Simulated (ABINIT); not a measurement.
Planning a run of ABINIT 10.8.3 on InP (F-43m). The input:

```
acell 3*1.0 Angstrom
rprim 
  -0.000000000000 2.934350000000 2.934350000000
  2.934350000000 -0.000000000000 2.934350000000
  2.934350000000 2.934350000000 -0.000000000000
ntypat 2
znucl 49 15
natom 2
typat 1 2
xred 
  0.000000000000 0.000000000000 0.000000000000
  0.250000000000 0.250000000000 0.250000000000
pp_dirpath "pseudos"
pseudos "In.upf, P.upf"
ecut 33
ngkpt 4 4 4
nshiftk 1
shiftk 0 0 0
kptopt 1
chksymbreak 0
irdden 1
istwfk *1
nband 195
prtvol 0
optdriver 6
gwr_task "HDIAGO"
paral_kgb 0
occopt 1
indata_prefix "in"
outdata_prefix "out"
tmpdata_prefix "tmp"
```

```sh
OMP_NUM_THREADS=1 mpirun -n 4 abinit run.abi > log
```

Question: Estimate wall time and host memory on 4 MPI ranks of Arm Neoverse V2, shared host.

It took 39 s; on shared hardware allow 20 s to 79 s. Peak host memory was 2.3 GiB.

[Paths, hosts, dates, memory and timing lines, banners, echoed tables and standing remarks are left out of the program output.]

[Logs are printed without paths, hosts, clocks, repeated set-up lines and the standing remarks that a program may print on its own settings, such as how far it seeks lower states.]

[Runs of the session that timed out or met a known fault of the program may be left out.]

[Hosts, paths, dates, database ids (printed as entryN), source tags and the programs' standing remarks are cut or masked in the printed files.]

[G0W0 gaps are taken among the corrected bands and points alone; a level outside them can change the order at an edge.]

[Where Ansatz stands beside ABINIT at settings called matched, ABINIT's density can come from a denser mesh and the files from another edition; pairs whose starting gaps differed by over 0.03 eV were left out, so agreement reads better than it is.]
